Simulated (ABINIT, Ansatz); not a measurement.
**WS2 (P-6m2): from the cell to the phonon bands**

How does WS2 (P-6m2) vibrate, and is this structure a minimum?

Program: ABINIT 10.8.3. Level of theory: DFT LDA, scalar-relativistic, plane waves, PseudoDojo norm-conserving pseudopotentials. Results are calculated unless marked as measured.

**1. Starting point**

The cell holds 3 atoms: 1 W and 2 S. Cell: a = 3.124 Å, b = 3.124 Å, c = 16.100 Å, α = 90.0°, β = 90.0°, γ = 120.0°. Vacuum lies along c.

**2. Relaxing the cell and atoms**

The in-plane cell and the atoms are brought to rest; the spacing across the vacuum is kept.

The starting cell comes from a relaxation made beforehand in Ansatz (LDA, PseudoDojo NC).

The input, relax.abi:

```
# relaxation
ionmov 2
optcell 9
dilatmx 1.08
ntime 40
tolmxf 1.0d-05
tolvrs 1.0d-14
prtwf 0
prtden 0
chksymtnons 0

# basis, mesh and filling
ecut 36.0
ecutsm 3.0
ngkpt 9 9 1
nshiftk 1
shiftk 0.0 0.0 0.0
istwfk *1
occopt 1
nband 13
nstep 100
diemac 9.0
prtebands 0
prtgsr 0
useylm 1

# cell and atoms
acell 3*1.0 Angstrom
rprim 
    3.123806909 0.0 0.0
    -1.561903455 2.70529614 0.0
    0.0 0.0 16.1
ntypat 2
znucl 74 16
natom 3
typat 1 2 2
xred 
    1/3 2/3 0.5
    2/3 1/3 0.5968727231
    2/3 1/3 0.4031272769
pp_dirpath "./pseudo"
pseudos "W.upf, S.upf"
```

Command:

```bash
> OMP_NUM_THREADS=1 mpirun -n 8 abinit relax.abi > relax.log
```

Numbers of over 12 decimals in the logs are rounded to 6 here.

relax.abo, the main output file:

```text
[banners, grids, parts of the stress and lines that vanish by symmetry left out]
- input  file    -> relax.abi
- output file    -> relax.abo
- root for input  files -> relaxi
[...]
Symmetries : space group P-6 m 2 (#187); Bravais hP (primitive hexag.)
[...]
mpw =       11999          nfft =      233280          nkpt =          12
[...]
== DATASET  1 ==================================================================
[...]
-    --> not optimal distribution: autoparal keyword recommended in input file <--
[...]
cutoff_energies: {ecut:  36.0, pawecutdg:  -1.0, }
[...]
ETOT  1  -97.786679563396    -9.779E+01 1.219E-01 2.470E+03
 ETOT  2  -97.563034196077     2.236E-01 1.094E-02 1.642E+04
 ETOT  3  -98.102132201850    -5.391E-01 1.938E-03 1.734E+03
 ETOT  4  -98.124665857779    -2.253E-02 6.633E-04 8.485E+02
 ETOT  5  -98.136389969723    -1.172E-02 4.507E-05 1.932E+02
[...]
At SCF step   24       vres2   =  1.80E-15 < tolvrs=  1.00E-14 =>converged.
[...]
sigma(1 1)=  4.50710274E-07  sigma(3 2)=  0.00000000E+00
  sigma(2 2)=  4.50710086E-07  sigma(3 1)=  0.00000000E+00
  sigma(3 3)=  3.82742265E-07  sigma(2 1)=  1.62930705E-13
[...]
convergence: {deltae: -6.850E-12, res2:  1.804E-15, residm:  3.634E-18, diffor: null, }
etotal    :  -9.81396210E+01
[...]
ETOT  1  -98.139619356690    -9.814E+01 1.387E-08 1.297E-01
[...]
At SCF step   17       vres2   =  7.76E-15 < tolvrs=  1.00E-14 =>converged.
[...]
sigma(1 1)=  3.50069034E-07  sigma(3 2)=  0.00000000E+00
  sigma(2 2)=  3.50068845E-07  sigma(3 1)=  0.00000000E+00
  sigma(3 3)=  2.59433705E-07  sigma(2 1)=  1.62920881E-13
[...]
convergence: {deltae: -5.230E-12, res2:  7.761E-15, residm:  8.640E-21, diffor: null, }
etotal    :  -9.81396210E+01
[...]
ETOT  1  -98.139606194807    -9.814E+01 1.026E-08 1.151E+00
[...]
At SCF step   18       vres2   =  6.52E-15 < tolvrs=  1.00E-14 =>converged.
[...]
sigma(1 1)=  5.96546735E-08  sigma(3 2)=  0.00000000E+00
  sigma(2 2)=  5.96544854E-08  sigma(3 1)=  0.00000000E+00
  sigma(3 3)= -7.93550328E-08  sigma(2 1)=  1.62893568E-13
[...]
convergence: {deltae: -1.086E-11, res2:  6.519E-15, residm:  7.982E-21, diffor: null, }
etotal    :  -9.81396211E+01
[...]
ETOT  1  -98.139621002483    -9.814E+01 2.954E-11 4.507E-03
[...]
At SCF step   15       vres2   =  2.25E-15 < tolvrs=  1.00E-14 =>converged.
[...]
sigma(1 1)=  4.98089467E-08  sigma(3 2)=  0.00000000E+00
  sigma(2 2)=  4.98087587E-08  sigma(3 1)=  0.00000000E+00
  sigma(3 3)= -7.56481135E-08  sigma(2 1)=  1.62893653E-13
[...]
convergence: {deltae:  8.257E-12, res2:  2.255E-15, residm:  1.798E-20, diffor: null, }
etotal    :  -9.81396211E+01
[...]
ETOT  1  -98.139618506832    -9.814E+01 3.551E-08 2.145E-01
[...]
ETOT 16  -98.139621059234     5.514E-12 5.227E-20 5.278E-14
 ETOT 17  -98.139621059264    -3.070E-11 1.115E-20 6.944E-15
 At SCF step   17       vres2   =  6.94E-15 < tolvrs=  1.00E-14 =>converged.
[...]
sigma(1 1)= -3.07771463E-09  sigma(3 2)=  0.00000000E+00
  sigma(2 2)= -3.07790272E-09  sigma(3 1)=  0.00000000E+00
  sigma(3 3)= -5.00569852E-09  sigma(2 1)=  1.62896671E-13
[...]
convergence: {deltae: -3.070E-11, res2:  6.944E-15, residm:  1.115E-20, diffor: null, }
etotal    :  -9.81396211E+01
[...]
At Broyd/MD step   5, gradients are converged :
[...]
sigma(1 1)= -3.07771463E-09  sigma(3 2)=  0.00000000E+00
  sigma(2 2)= -3.07790272E-09  sigma(3 1)=  0.00000000E+00
  sigma(3 3)= -5.00569852E-09  sigma(2 1)=  1.62896671E-13
[...]
- sigma(1 1)= -9.05494907E-05  sigma(3 2)=  0.00000000E+00
- sigma(2 2)= -9.05550244E-05  sigma(3 1)=  0.00000000E+00
- sigma(3 3)= -1.47272735E-04  sigma(2 1)=  4.79258552E-09
[...]
fcart     -1.3947123053E-27  1.3166135926E-26 -0.0000000000E+00
           strten     -3.0777146343E-09 -3.0779027192E-09 -5.0056985211E-09
================================================================================

[key lines of the parts left out:]
pressure_GPa:   1.0946E-04
Total energy (etotal) [Ha]= -9.81396210592645E+01
```

The job ended after 67 s (8 MPI ranks of AMD EPYC 9R45, shared host; 8.9 min of CPU time).

Little changed from the start: no atom moved by 0.005 Å and no cell edge by 0.1 %.

Read from the output:

```yaml
area_per_atom: 2.817 Å²
```

**3. Ground state**

First-order wavefunctions inherit every error of the ground state, hence the very tight tolvrs.

The input, gs.abi:

```
# ground state
tolvrs 1.0d-16
prtden 1
prtwf 1

# basis, mesh and filling
ecut 29.0
ngkpt 9 9 1
nshiftk 1
shiftk 0.0 0.0 0.0
istwfk *1
occopt 1
nband 13
nstep 100
diemac 9.0
prtebands 0
prtgsr 0
useylm 1

# cell and atoms
acell 3*1.0 Angstrom
rprim 
    3.123568284 0.0 0.0
    -1.561784142 2.705089484 0.0
    0.0 0.0 16.10000001
ntypat 2
znucl 74 16
natom 3
typat 1 2 2
xred 
    1/3 2/3 0.5
    2/3 1/3 0.5968690167
    2/3 1/3 0.4031309833
pp_dirpath "./pseudo"
pseudos "W.upf, S.upf"
```

Command:

```bash
> OMP_NUM_THREADS=1 mpirun -n 8 abinit gs.abi > gs.log
```

gs.abo, the main output file:

```text
[banners, grids, parts of the stress and lines that vanish by symmetry left out]
- input  file    -> gs.abi
- output file    -> gs.abo
- root for input  files -> gsi
[...]
Symmetries : space group P-6 m 2 (#187); Bravais hP (primitive hexag.)
[...]
mpw =        6873          nfft =      135000          nkpt =          12
[...]
== DATASET  1 ==================================================================
[...]
-    --> not optimal distribution: autoparal keyword recommended in input file <--
[...]
cutoff_energies: {ecut:  29.0, pawecutdg:  -1.0, }
[...]
ETOT  1  -97.702826714805    -9.770E+01 1.032E-01 2.668E+03
 ETOT  2  -97.280334907461     4.225E-01 9.353E-03 1.424E+04
 ETOT  3  -98.090336302864    -8.100E-01 2.815E-03 1.401E+03
 ETOT  4  -98.114446968318    -2.411E-02 9.410E-04 7.939E+02
 ETOT  5  -98.133692001265    -1.925E-02 6.905E-05 1.812E+02
[...]
ETOT 26  -98.139293270726     3.851E-12 1.968E-18 2.533E-16
 ETOT 27  -98.139293270731    -5.386E-12 1.812E-18 7.721E-17
 At SCF step   27       vres2   =  7.72E-17 < tolvrs=  1.00E-16 =>converged.
[...]
sigma(1 1)=  3.05261390E-06  sigma(3 2)=  0.00000000E+00
  sigma(2 2)=  3.05261416E-06  sigma(3 1)=  0.00000000E+00
  sigma(3 3)=  3.20016198E-06  sigma(2 1)=  0.00000000E+00
[...]
convergence: {deltae: -5.386E-12, res2:  7.721E-17, residm:  1.812E-18, diffor: null, }
etotal    :  -9.81392933E+01
[...]
sigma(1 1)=  3.05261390E-06  sigma(3 2)=  0.00000000E+00
  sigma(2 2)=  3.05261416E-06  sigma(3 1)=  0.00000000E+00
  sigma(3 3)=  3.20016198E-06  sigma(2 1)=  0.00000000E+00
[...]
- sigma(1 1)=  8.98110017E-02  sigma(3 2)=  0.00000000E+00
- sigma(2 2)=  8.98110094E-02  sigma(3 1)=  0.00000000E+00
- sigma(3 3)=  9.41520160E-02  sigma(2 1)=  0.00000000E+00
[...]
fcart      9.7316836549E-28  5.6185901787E-28 -0.0000000000E+00
           strten      3.0526139015E-06  3.0526141626E-06  3.2001619771E-06
================================================================================

[key lines of the parts left out:]
pressure_GPa:  -9.1258E-02
```

It took 13 s on 8 MPI ranks; 1.7 min of CPU time.

**4. Empty bands**

Empty bands on the ground state's density check that the gap assumed so far is there in this cell.

The input, gap.abi:

```
# empty bands on the ground state's density
iscf -2
getden_filepath "gso_DEN"
tolwfr 1.0d-12
nbdbuf 2
prtwf 0

# basis, mesh and filling
ecut 29.0
ngkpt 9 9 1
nshiftk 1
shiftk 0.0 0.0 0.0
istwfk *1
occopt 1
nband 17
nstep 100
diemac 9.0
prtebands 0
prtgsr 0
useylm 1

# cell and atoms
acell 3*1.0 Angstrom
rprim 
    3.123568284 0.0 0.0
    -1.561784142 2.705089484 0.0
    0.0 0.0 16.10000001
ntypat 2
znucl 74 16
natom 3
typat 1 2 2
xred 
    1/3 2/3 0.5
    2/3 1/3 0.5968690167
    2/3 1/3 0.4031309833
pp_dirpath "./pseudo"
pseudos "W.upf, S.upf"
```

Command:

```bash
> OMP_NUM_THREADS=1 mpirun -n 8 abinit gap.abi > gap.log
```

gap.abo, the main output file:

```text
[banners, grids, parts of the stress and lines that vanish by symmetry left out]
- input  file    -> gap.abi
- output file    -> gap.abo
- root for input  files -> gapi
[...]
Symmetries : space group P-6 m 2 (#187); Bravais hP (primitive hexag.)
[...]
mpw =        6873          nfft =      135000          nkpt =          12
[...]
== DATASET  1 ==================================================================
[...]
-    --> not optimal distribution: autoparal keyword recommended in input file <--
[...]
cutoff_energies: {ecut:  29.0, pawecutdg:  -1.0, }
[...]
-outvars: echo values of variables after computation
            acell      1.8897261259E+00  1.8897261259E+00  1.8897261259E+00 Bohr
================================================================================
```

Elapsed: 6.5 s, on 8 MPI ranks.

This step gave:

| Property | Result |
| --- | --- |
| gap on the k-mesh | 1.991 eV |

In this cell the gap on the mesh is 2.0 eV, direct, so fixed occupations hold.

**5. Zone-centre response**

The derivative of the wavefunctions by k comes first, since the response to a field is built on it; then the field and the displacements that symmetry doesn't supply are solved at q = 0.

It reads the wavefunctions written in step 3.

The input, dfpt_gamma.abi:

```
ndtset 2

# common to the responses
getwfk_filepath "gso_WFK"
kptopt 2
nqpt 1
qpt 0.0 0.0 0.0
asr 0
chneut 0

# d/dk
rfelfd1 2
rfdir1 1 1 1
iscf1 -3
tolwfr1 1.0d-20

# displacements, field
rfphon2 1
rfatpol2 1 3
rfdir2 1 1 1
rfelfd2 3
getddk2 1
tolvrs2 1.0d-10
prtwf2 0

# basis, mesh and filling
ecut 29.0
ngkpt 9 9 1
nshiftk 1
shiftk 0.0 0.0 0.0
istwfk *1
occopt 1
nband 13
nstep 100
diemac 9.0
prtebands 0
prtgsr 0
useylm 1

# cell and atoms
acell 3*1.0 Angstrom
rprim 
    3.123568284 0.0 0.0
    -1.561784142 2.705089484 0.0
    0.0 0.0 16.10000001
ntypat 2
znucl 74 16
natom 3
typat 1 2 2
xred 
    1/3 2/3 0.5
    2/3 1/3 0.5968690167
    2/3 1/3 0.4031309833
pp_dirpath "./pseudo"
pseudos "W.upf, S.upf"
```

Command:

```bash
> OMP_NUM_THREADS=1 mpirun -n 8 abinit dfpt_gamma.abi > dfpt_gamma.log
```

dfpt_gamma.abo, the main output file:

```text
[banners, grids, parts of the stress and lines that vanish by symmetry left out]
- input  file    -> dfpt_gamma.abi
- output file    -> dfpt_gamma.abo
- root for input  files -> dfpt_gammai
[...]
DATASET    1 : space group P-6 m 2 (#187); Bravais hP (primitive hexag.)
[...]
nfft =      135000          nkpt =          41
[...]
DATASET    2 : space group P-6 m 2 (#187); Bravais hP (primitive hexag.)
[...]
nfft =      135000          nkpt =          41
[...]
== DATASET  1 ==================================================================
[...]
cutoff_energies: {ecut:  29.0, pawecutdg:  -1.0, }
[...]
- 16.00000   6.00000  180309                  znucl, zion, pspdat
[...]
Perturbation : derivative vs k along direction   1
[...]
-ETOT  1  -38.953468579641     -3.895E+01 1.082E+00 0.000E+00
 ETOT  2  -39.668761542454     -7.153E-01 1.237E-01 0.000E+00
 ETOT  3  -39.715909910896     -4.715E-02 2.276E-02 0.000E+00
 ETOT  4  -39.721190937232     -5.281E-03 4.173E-03 0.000E+00
 ETOT  5  -39.721974471409     -7.835E-04 1.218E-03 0.000E+00
[...]
At SCF step   34   max residual=  9.99E-21 < tolwfr=  1.00E-20 =>converged.
[...]
Perturbation : derivative vs k along direction   2
[...]
-ETOT  1  -38.954426840360     -3.895E+01 1.082E+00 0.000E+00
[...]
At SCF step   34   max residual=  9.99E-21 < tolwfr=  1.00E-20 =>converged.
[...]
Perturbation : derivative vs k along direction   3
[...]
-ETOT  1  -1.111895     -1.112E+00 5.208E-03 0.000E+00
[...]
At SCF step   17   max residual=  9.97E-21 < tolwfr=  1.00E-20 =>converged.
[...]
1        1       2.3697751482   -0.0000000000
     1        2      -0.8209141920    0.0000000000
     1        3       0.0000000000    0.0000000000
     2        1      -0.8209141920    0.0000000000
     2        2       1.4218650889   -0.0000000000
     2        3       0.0000000000    0.0000000000
     3        1       0.0000000000    0.0000000000
     3        2       0.0000000000    0.0000000000
     3        3       1.1521836076   -0.0000000000
[...]
== DATASET  2 ==================================================================
[...]
cutoff_energies: {ecut:  29.0, pawecutdg:  -1.0, }
[...]
Perturbation : displacement of atom   1   along direction   1
[...]
-ETOT  1   10.526598397573     -1.824E+03 6.232E+00 4.069E+04
[...]
At SCF step   15       vres2   =  2.09E-11 < tolvrs=  1.00E-10 =>converged.
[...]
Perturbation : displacement of atom   1   along direction   3
[...]
-ETOT  1   400.46896056572     -6.022E+04 1.388E+02 2.326E+06
[...]
At SCF step   19       vres2   =  9.53E-11 < tolvrs=  1.00E-10 =>converged.
[...]
Perturbation : displacement of atom   2   along direction   1
[...]
-ETOT  1   4.467003     -2.267E+02 3.939E-01 7.639E+03
[...]
At SCF step   13       vres2   =  1.97E-11 < tolvrs=  1.00E-10 =>converged.
[...]
Perturbation : displacement of atom   2   along direction   3
[...]
-ETOT  1   204.25090223423     -8.374E+03 1.572E+01 5.399E+05
[...]
At SCF step   27       vres2   =  2.05E-11 < tolvrs=  1.00E-10 =>converged.
[...]
Perturbation : homogeneous electric field along direction   1
[...]
-ETOT  1  -502.58968636143     -5.026E+02 9.486E+01 2.731E+04
[...]
At SCF step   19       vres2   =  2.26E-11 < tolvrs=  1.00E-10 =>converged.
[...]
Perturbation : homogeneous electric field along direction   3
[...]
-ETOT  1   44.994273439206      4.499E+01 1.263E-01 1.575E+06
[...]
ETOT 17  -1.451871     -1.344E-12 2.522E-15 6.780E-09
 ETOT 18  -1.451871     -1.426E-13 9.029E-16 6.424E-11
 At SCF step   18       vres2   =  6.42E-11 < tolvrs=  1.00E-10 =>converged.
[...]
Dielectric tensor, in cartesian coordinates,
[...]
1    5   1    5         5.8398958999        -0.0000000000
   1    5   2    5        -0.0000000000        -0.0000000000
   1    5   3    5        -0.0000000000        -0.0000000000
   2    5   1    5        -0.0000000000        -0.0000000000
   2    5   2    5         5.8398958985        -0.0000000000
   2    5   3    5        -0.0000000000        -0.0000000000
   3    5   1    5        -0.0000000000        -0.0000000000
   3    5   2    5        -0.0000000000        -0.0000000000
   3    5   3    5         1.4659856180        -0.0000000000
  Effective charges, in cartesian coordinates,
[...]
1    1   1    5        -0.7102163627         0.0000000000
   2    1   1    5         0.0000000000         0.0000000000
   3    1   1    5         0.0000000000         0.0000000000
   1    2   1    5         0.3505605622         0.0000000000
   2    2   1    5         0.0000000000         0.0000000000
[...]
Effective charges, in cartesian coordinates,
[...]
2    5   1    3         0.0000000000         0.0000000000
   3    5   1    3         0.0000000000         0.0000000000
   1    5   2    3         0.0000000000         0.0000000000
   2    5   2    3         0.3505609253         0.0000000000
   3    5   2    3         0.0000000000         0.0000000000
   1    5   3    3         0.0000000000         0.0000000000
   2    5   3    3         0.0000000000         0.0000000000
   3    5   3    3         0.0485257110         0.0000000000
  Phonon wavevector (reduced coordinates) :  0.00000  0.00000  0.00000
 Phonon energies in Hartree :
[...]
Phonon frequencies in cm-1    :
-  1.536592E-01  1.536605E-01  2.271463E-01  2.997145E+02  2.997145E+02
-  3.612192E+02  3.612192E+02  4.214979E+02  4.429773E+02
  Phonon at Gamma, with non-analyticity in the
[...]
Phonon energies in Hartree :
[...]
Phonon frequencies in cm-1    :
-  1.536592E-01  2.101778E-01  2.271463E-01  2.997145E+02  2.997145E+02
-  3.612192E+02  3.621104E+02  4.214979E+02  4.429773E+02
  Phonon at Gamma, with non-analyticity in the
[...]
Phonon energies in Hartree :
[...]
Phonon frequencies in cm-1    :
-  1.536605E-01  2.101769E-01  2.271463E-01  2.997145E+02  2.997145E+02
-  3.612192E+02  3.621104E+02  4.214979E+02  4.429773E+02
  Phonon at Gamma, with non-analyticity in the
[...]
Phonon energies in Hartree :
[...]
Phonon frequencies in cm-1    :
-  1.536592E-01  1.536605E-01  2.271520E-01  2.997145E+02  2.997145E+02
-  3.612192E+02  3.612192E+02  4.214979E+02  4.430325E+02
[...]
fcart2     0.0000000000E+00  0.0000000000E+00  0.0000000000E+00
           strten2     0.0000000000E+00  0.0000000000E+00  0.0000000000E+00
================================================================================
```

Run time: 2.2 min. Hardware: 8 MPI ranks.

Read from the output:

```yaml
miss_of_the_charge_sum_rule: 0.009095 e
largest_acoustic_frequency_at_the_zone_centre_before_the_sum_rule: 0.23 cm⁻¹
highest_optical_zone_centre_mode_no_lo_to_term: 443.0 cm⁻¹
lowest_optical_zone_centre_mode: 299.7 cm⁻¹
```

Born charge (rows field, columns displacement), before the sum rule (e), principal values of the symmetric part by kind of site:

```tsv
atom	atoms with these values	low	middle	high	mean
W1	1	-0.7102	-0.7102	-0.0970	-0.5058
S2	2	0.0485	0.3506	0.3506	0.2499
```

In full for W1:

```
-0.7102  0.0000  0.0000
 0.0000 -0.7102  0.0000
 0.0000  0.0000 -0.0970
```

High-frequency dielectric tensor:

```
5.84 0.00 0.00
0.00 5.84 0.00
0.00 0.00 1.47
```

The cell holds one sheet and vacuum: ε∞ is an average over the 16.1 Å of the cell, and it and the Born charges along c change with that height.

The acoustic modes at Γ come out as far as 0.2 cm⁻¹ from zero, where they should vanish, a small numerical error; the Born charges miss their sum rule by 0.0091 e, which is good.

(Part 1 of 3 ends here.)

[Host names and launcher messages were left out of these logs when they were recorded.]

[Logs are printed without paths, hosts, clocks, repeated set-up lines and the standing remarks that a program may print on its own settings, such as how far it seeks lower states.]

[Hosts, paths, dates, database ids (printed as entryN), source tags and the programs' standing remarks are cut or masked in the printed files.]
